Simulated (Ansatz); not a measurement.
# Resistivity from frozen vibrations: Cu(111) with 4 thermally displaced layers, 2x2

Wanted: the phonon-limited resistivity of Cu at 180 K by the Landauer route.

Calculated with Ansatz 0.2.0; Ansatz plane-wave DFT, PBE, PAW files; ballistic transport by layer matching (Landauer), zero bias; PAW set soft_1.

Most raw output is cut from this account.

### Step 1. Set-up

The cell holds 40 atoms: 40 Cu. Its edges and angles: a = 5.112 Å, b = 5.112 Å, c = 20.923 Å, α = 93.5°, β = 86.5°, γ = 120.0°. It derives from Cu. Regions: lead, 24 atoms (24 Cu); scattering region, 16 atoms (16 Cu). The structure is stacked along c, and the current runs across the ab planes.

### Step 2. With 4 displaced layers

Each atom of 4 layers is moved at random, by amounts drawn from a normal law 0.062 Å wide in each direction from the Debye model (343 K) at 180 K. The layers about the cell's end stay perfect and serve as the lead. Disorder leaves little or no symmetry, which makes such runs dear. Energies from -0.05 to 0.05 eV in steps of 0.05 eV are too few for the program's thermal sum, so it prints no conductance; for a metal the transmission near the Fermi level serves, at a fraction of the cost.

Input file input.yaml:

```yaml
crystal:
  lattice:
    - [5.1123254594, 0.0, 0.0]
    - [-2.5561627297, 4.4274037203, 0.0]
    - [1.2780813649, -0.73790062, 20.8709812911]
  atoms:
    - { symbol: Cu, position: [0.9916666667, 0.0083333333, 0.05] }
    - { symbol: Cu, position: [0.9916666667, 0.5083333333, 0.05] }
    - { symbol: Cu, position: [0.4916666667, 0.0083333333, 0.05] }
    - { symbol: Cu, position: [0.4916666667, 0.5083333333, 0.05] }
    - { symbol: Cu, position: [0.1416666667, 0.3583333333, 0.15] }
    - { symbol: Cu, position: [0.1416666667, 0.8583333333, 0.15] }
    - { symbol: Cu, position: [0.6416666667, 0.3583333333, 0.15] }
    - { symbol: Cu, position: [0.6416666667, 0.8583333333, 0.15] }
[... 28 atom lines left out ...]
    - { symbol: Cu, position: [0.8416666667, 0.1583333333, 0.95] }
    - { symbol: Cu, position: [0.8416666667, 0.6583333333, 0.95] }
    - { symbol: Cu, position: [0.3416666667, 0.1583333333, 0.95] }
    - { symbol: Cu, position: [0.3416666667, 0.6583333333, 0.95] }
kpoints:
  mp_grid: { grid: [5, 5, 1] }
hamiltonian:
  xc: pbe
  pseudopotentials: { kind: paw, azcp: { folder: soft_1 } }
scf:
  occupations: { method: fermi_dirac, width: 0.1 }
output:
  transmission:
    leads: [[0, 4]]
    kmesh: [10, 10]
    e_range: [-0.05, 0.05]
    de: 0.05
  write_potential: true
  write_density: true
  volumetric_format: npy
```

Started as:

```sh
$ ansatz run input.yaml --threads 4 --pin off --max-ram 15360MiB --backend cpu --events-out ev --progress --plain --runs-dir out
```

Run time: 3.8 min. Hardware: 4 threads of Intel Xeon Platinum 8375C at 2.90GHz (Ice Lake), shared host; peak memory 5 GiB; 15 min of CPU time.

Numbers from this step:

| Property | Result |
| --- | --- |
| free energy | -265006.7708 eV |
| energy at zero smearing | -265006.5178 eV |
| Fermi energy | 16.34 eV |
| cell area | 22.63 Å² |
| transmission per spin nearest the Fermi level | 3.164 |
| open channels per spin nearest the Fermi level | 3.21 |
| step of the lead's potential | 2 meV |

Per spin. The transmission, zone mean stays at 3.16 for energy from -0.05 to 0.05 eV.

Per spin. The open channels, zone mean, lead stays at 3.21 for energy from -0.05 to 0.05 eV.

Transmission over k1 and k2. At 0.0000 eV from the Fermi level.

Values, 10 rows by 10 columns:
```
3.00 3.92 2.99 2.99 2.99 3.80 2.99 3.00 3.00 3.00
2.99 2.99 3.91 2.99 2.99 3.80 2.99 2.99 2.99 2.99
2.99 2.99 2.99 3.88 2.90 3.85 2.99 2.99 2.99 2.99
2.99 2.99 2.98 2.96 2.89 2.84 2.83 2.99 2.99 2.99
3.91 3.91 3.90 3.87 2.93 2.94 2.93 3.87 3.90 3.91
2.99 2.99 2.99 2.99 2.83 2.84 2.89 2.96 2.98 2.99
2.99 2.99 2.99 2.99 2.99 3.85 2.90 3.88 2.99 2.99
2.99 2.99 2.99 2.99 2.99 3.80 2.99 2.99 3.91 2.99
3.00 3.00 3.00 3.00 2.99 3.80 2.99 2.99 2.99 3.92
3.93 3.00 3.00 3.00 2.99 3.81 2.99 3.00 3.00 3.00
```
Columns: k1 (b1) from -0.5 to 0.4; rows upwards: k2 (b2) from -0.5 to 0.4.

Open channels over k1 and k2. At 0.0000 eV from the Fermi level.

Values, 10 rows by 10 columns:
```
3.00 4.00 3.00 3.00 3.00 4.00 3.00 3.00 3.00 3.00
3.00 3.00 4.00 3.00 3.00 4.00 3.00 3.00 3.00 3.00
3.00 3.00 3.00 4.00 3.00 4.00 3.00 3.00 3.00 3.00
3.00 3.00 3.00 3.00 3.00 3.00 3.00 3.00 3.00 3.00
4.00 4.00 4.00 4.00 3.00 3.00 3.00 4.00 4.00 4.00
3.00 3.00 3.00 3.00 3.00 3.00 3.00 3.00 3.00 3.00
3.00 3.00 3.00 3.00 3.00 4.00 3.00 4.00 3.00 3.00
3.00 3.00 3.00 3.00 3.00 4.00 3.00 3.00 4.00 3.00
3.00 3.00 3.00 3.00 3.00 4.00 3.00 3.00 3.00 4.00
4.00 3.00 3.00 3.00 3.00 4.00 3.00 3.00 3.00 3.00
```
Columns: k1 (b1) from -0.5 to 0.4; rows upwards: k2 (b2) from -0.5 to 0.4.

Over the solved energies the transmission per spin lies between 3.16 and 3.17, out of 3.21 channels of the lead on average (up to 3.21).

### Step 3. With 8 displaced layers

Each atom of 8 layers is moved at random, by amounts drawn from a normal law 0.062 Å wide in each direction from the Debye model (343 K) at 180 K. A fresh draw is used; the growth of the resistance with length is what counts.

System of this step: Cu(111) with 8 thermally displaced layers, 2x2. The cell holds 56 atoms: 56 Cu. Cell: a = 5.112 Å, b = 5.112 Å, c = 29.257 Å, α = 87.5°, β = 92.5°, γ = 120.0°. It derives from Cu. Regions: lead, 24 atoms (24 Cu); scattering region, 32 atoms (32 Cu). The structure is stacked along c, and the current runs across the ab planes.

Input file input.yaml:

```yaml
crystal:
  lattice:
    - [5.1123254594, 0.0, 0.0]
    - [-2.5561627297, 4.4274037203, 0.0]
    - [-1.2780813649, 0.73790062, 29.2193738075]
  atoms:
    - { symbol: Cu, position: [0.005952381, 0.994047619, 0.0357142857] }
    - { symbol: Cu, position: [0.005952381, 0.494047619, 0.0357142857] }
    - { symbol: Cu, position: [0.505952381, 0.994047619, 0.0357142857] }
    - { symbol: Cu, position: [0.505952381, 0.494047619, 0.0357142857] }
    - { symbol: Cu, position: [0.1845238095, 0.3154761905, 0.1071428571] }
    - { symbol: Cu, position: [0.1845238095, 0.8154761905, 0.1071428571] }
    - { symbol: Cu, position: [0.6845238095, 0.3154761905, 0.1071428571] }
    - { symbol: Cu, position: [0.6845238095, 0.8154761905, 0.1071428571] }
[... 44 atom lines left out ...]
    - { symbol: Cu, position: [0.3273809524, 0.1726190476, 0.9642857143] }
    - { symbol: Cu, position: [0.3273809524, 0.6726190476, 0.9642857143] }
    - { symbol: Cu, position: [0.8273809524, 0.1726190476, 0.9642857143] }
    - { symbol: Cu, position: [0.8273809524, 0.6726190476, 0.9642857143] }
kpoints:
  mp_grid: { grid: [5, 5, 1] }
hamiltonian:
  xc: pbe
  pseudopotentials: { kind: paw, azcp: { folder: soft_1 } }
scf:
  occupations: { method: fermi_dirac, width: 0.1 }
output:
  transmission:
    leads: [[0, 4]]
    kmesh: [10, 10]
    e_range: [-0.05, 0.05]
    de: 0.05
  write_potential: true
  write_density: true
  volumetric_format: npy
```

The job ended after 7.1 min (4 threads; peak memory 8.5 GiB).

Numbers from this step:

```yaml
free_energy: -371008.9422 eV
energy_at_zero_smearing: -371008.5845 eV
transmission_per_spin_nearest_the_fermi_level: 3.117
step_of_the_lead_s_potential: 2.7 meV
```

Per spin. Transmission, zone mean against energy, zero at the Fermi level:

| energy (eV) | transmission, zone mean |
| --- | --- |
| -0.0500 | 3.11 |
| 0.0000 | 3.12 |
| 0.0500 | 3.12 |

Over the solved energies the transmission per spin lies between 3.11 and 3.12, out of 3.21 channels of the lead on average (up to 3.21).

### Step 4. With 12 displaced layers

Each atom of 12 layers is moved at random, by amounts drawn from a normal law 0.062 Å wide in each direction from the Debye model (343 K) at 180 K. A fresh draw is used; the growth of the resistance with length is what counts.

System of this step: Cu(111) with 12 thermally displaced layers, 2x2. The cell holds 72 atoms: 72 Cu. Its edges and angles: a = 5.112 Å, b = 5.112 Å, c = 37.568 Å, α = 90.0°, β = 90.0°, γ = 120.0°. It derives from Cu. Regions: lead, 24 atoms (24 Cu); scattering region, 48 atoms (48 Cu). The structure is stacked along c, and the current runs across the ab planes.

Input file input.yaml:

```yaml
crystal:
  lattice:
    - [5.1123254594, 0.0, 0.0]
    - [-2.5561627297, 4.4274037203, 0.0]
    - [0.0, 0.0, 37.567766324]
  atoms:
    - { symbol: Cu, position: [0.0, 0.0, 0.0277777778] }
    - { symbol: Cu, position: [0.0, 0.5, 0.0277777778] }
    - { symbol: Cu, position: [0.5, 0.0, 0.0277777778] }
    - { symbol: Cu, position: [0.5, 0.5, 0.0277777778] }
    - { symbol: Cu, position: [0.1666666667, 0.3333333333, 0.0833333333] }
    - { symbol: Cu, position: [0.1666666667, 0.8333333333, 0.0833333333] }
    - { symbol: Cu, position: [0.6666666667, 0.3333333333, 0.0833333333] }
    - { symbol: Cu, position: [0.6666666667, 0.8333333333, 0.0833333333] }
[... 60 atom lines left out ...]
    - { symbol: Cu, position: [0.3333333333, 0.1666666667, 0.9722222222] }
    - { symbol: Cu, position: [0.3333333333, 0.6666666667, 0.9722222222] }
    - { symbol: Cu, position: [0.8333333333, 0.1666666667, 0.9722222222] }
    - { symbol: Cu, position: [0.8333333333, 0.6666666667, 0.9722222222] }
kpoints:
  mp_grid: { grid: [5, 5, 1] }
hamiltonian:
  xc: pbe
  pseudopotentials: { kind: paw, azcp: { folder: soft_1 } }
scf:
  occupations: { method: fermi_dirac, width: 0.1 }
output:
  transmission:
    leads: [[0, 4]]
    kmesh: [10, 10]
    e_range: [-0.05, 0.05]
    de: 0.05
  write_potential: true
  write_density: true
  volumetric_format: npy
```

It took 14 min on 4 threads; peak memory 7.5 GiB.

Numbers from this step:

| Property | Result |
| --- | --- |
| free energy | -477011.6248 eV |
| energy at zero smearing | -477011.2055 eV |
| Fermi energy | 16.32 eV |
| transmission per spin nearest the Fermi level | 3.068 |
| step of the lead's potential | 2.9 meV |

Per spin. Table of transmission, zone mean by energy, zero at the Fermi level:

| energy (eV) | transmission, zone mean |
| --- | --- |
| -0.0500 | 3.04 |
| 0.0000 | 3.07 |
| 0.0500 | 3.08 |

Over the solved energies the transmission per spin lies between 3.04 and 3.08, out of 3.21 channels of the lead on average (up to 3.21).

### Step 5. Resistance against length

This step: Ansatz plane-wave DFT, PBE, PAW files; ballistic transport by layer matching (Landauer), zero bias; resistivity from the slope of the area resistance; PAW set soft_1 (Ansatz 0.2.0).

Numbers from this step:

| Property | Result |
| --- | --- |
| resistivity | 1.820 µΩ cm |
| intercept | -0.001968 fΩ m² |
| scatter about the fit | 1.10e-4 fΩ m² |

Resistance, by row:

| run | length (Å) | T | channels N | RA (fΩ m²) |
| --- | --- | --- | --- | --- |
| n4 | 8.348 | 3.164 | 3.21 | 0.01331 |
| n8 | 16.7 | 3.113 | 3.21 | 0.02827 |
| n12 | 25.05 | 3.063 | 3.21 | 0.0437 |

Area resistance against length of the displaced region:

| length of the displaced region (Å) | area resistance (fΩ m²) |
| --- | --- |
| 8.35 | 0.0133 |
| 16.70 | 0.0283 |
| 25.05 | 0.0437 |

The area resistance goes from 0.013 to 0.044 fΩ m² between 8.3 and 25.0 Å, a slope of 1.8 µΩ cm.

By hand from the end points: (0.04370 − 0.01331) fΩ m² / (25.05 − 8.35) Å = 1.8 µΩ cm, since 1 fΩ m² per Å is 1000 µΩ cm.

### Step 6. What came out

```
resistivity from the slope  : 1.82 µΩ cm
area resistance over 8.35 Å : 0.0133 fΩ m²
area resistance over 16.7 Å : 0.0283 fΩ m²
area resistance over 25.0 Å : 0.0437 fΩ m²
```

In words: The slope gives 1.8 µΩ cm. The points scatter by 1.1e-4 fΩ m² about the line, with one random draw a length in a 2x2 cell, so the slope is a rough value. The mean square of the displacements drawn is 0.75, 0.94 and 0.81 of the nominal one at the three lengths; with each resistance scaled back by that, the slope is 2.2 µΩ cm, the value used below. Read with a model of isotropic scattering on a spherical Fermi surface and the lead's 1.1×10¹⁵ S/m², this slope means a mean free path near 386 Å; over these lengths the model's slope is 1.23 times its bulk resistivity, which would be 1.8 µΩ cm. Uncorrelated displacements put too much weight on short waves, which scatter strongly; with the sideways repeat of a small cell, one draw and three short lengths, the method is good to a factor of two or three.

[Logs are printed without paths, hosts, clocks, repeated set-up lines and the standing remarks that a program may print on its own settings, such as how far it seeks lower states.]

[Hosts, paths, dates, database ids (printed as entryN), source tags and the programs' standing remarks are cut or masked in the printed files.]
